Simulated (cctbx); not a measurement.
**What is wrong with this refinement?**

Cell a = 10.9100 Å, b = 10.9100 Å, c = 10.9100 Å, α = 90.00°, β = 90.00°, γ = 90.00°; space group I-43d (no. 220).

Simulated single-crystal data (cctbx): Ga Kα, λ = 1.3414 Å, to d = 0.83 Å, 70 % of the full sphere, strongest reflection 40000 counts, noise from counting, a 4 % proportional error and a noise floor of 4 counts (s.d.); no absorption.

An anisotropic refinement with weights 1/σ² prints:

```text
Rint 0.032, 200 unique reflections to 0.84 A
cycle     R1     wR2    GooF  max shift (A)
   1  0.0937  0.2559  19.853   0.00672
   2  0.0939  0.2492  19.333   0.00001
final R1 0.0939 wR2 0.2492 GooF 19.333  parameters 5  data/parameter 40.0
atom        x        y        z      Ueq    occ   su(xyz)  su(Uiso or U11)
Bi1    0.50000  0.25000  0.12500   0.0117  1.000  0.00000  0.0015
Ta1    0.16856  0.16856  0.16856   0.0134  1.000  0.00024  0.0014
difference map: max 27.77 min -2.81 rms 1.68
Q1    0.0000  0.2500  0.3750   12   28.71  3.04 A from Ta1
Q2    0.0000  0.2500  0.8750   12   13.63  0.00 A from Bi1
Q3    0.0963  0.4037  0.5963   16    7.55  0.28 A from Ta1
Q4    0.0000  0.2500  0.1314   24    6.22  2.08 A from Ta1
Q5    0.0409  0.3237  0.4489   48    4.72  1.83 A from Ta1
Q6    0.1167  0.1167  0.1167   16    4.13  0.98 A from Ta1
```

Q: Accept it or mend it, and why?

Mend it. The fault: an atom left out, K at (0, 3/4, 1/8). Against the right model at the same level, R1 goes from 0.0049 to 0.0939 and GooF from 0.94 to 19.33 and the top difference peak, 28.7 e/Å³, lies 3.04 Å from Ta1. Q1 is the missing atom. With scattering power missing, scale and phases suffer, so peaks may also grow on the heavy atoms.

The compound is K3Ta4Bi3. The right model at the same level gives:

```text
Rint 0.032, 200 unique reflections to 0.84 A
cycle     R1     wR2    GooF  max shift (A)
   1  0.0089  0.0272   2.122   0.00028
   2  0.0049  0.0120   0.935   0.00000
final R1 0.0049 wR2 0.0120 GooF 0.935  parameters 7  data/parameter 28.6
atom        x        y        z      Ueq    occ   su(xyz)  su(Uiso or U11)
Bi1    0.50000  0.25000  0.12500   0.0128  1.000  0.00000  0.0001
Ta1    0.16819  0.16819  0.16819   0.0169  1.000  0.00001  0.0001
K1     0.00000  0.75000  0.12500   0.0212  1.000  0.00000  0.0004
Flack x: 0.063(13)
Hooft y: -0.008(13)  Bijvoet pairs: 83
difference map: max 0.24 min -0.20 rms 0.06
Q1    0.0664  0.1353  0.5961   48    0.24  1.73 A from Ta1
Q2    0.1209  0.1209  0.1209   16    0.23  0.89 A from Ta1
Q3    0.0068  0.1057  0.7631   48    0.21  1.74 A from K1
Q4    0.0600  0.1168  0.4117   48    0.19  1.64 A from K1
Q5    0.0013  0.0058  0.6430   48    0.18  1.40 A from Ta1
Q6    0.0554  0.3515  0.1103   48    0.16  2.35 A from Bi1
```

Isotropic U is held between 0.0001 and 1 Å² by the program, and listed peak heights are interpolated, so they can pass the grid's maximum.

The model is made up (kin elements in a known structure type, no relaxation), so it says nothing on whether the phase exists.

[Middle refinement cycles are left out of these outputs.]

[Logs are printed without paths, hosts, clocks, repeated set-up lines and the standing remarks that a program may print on its own settings, such as how far it seeks lower states.]
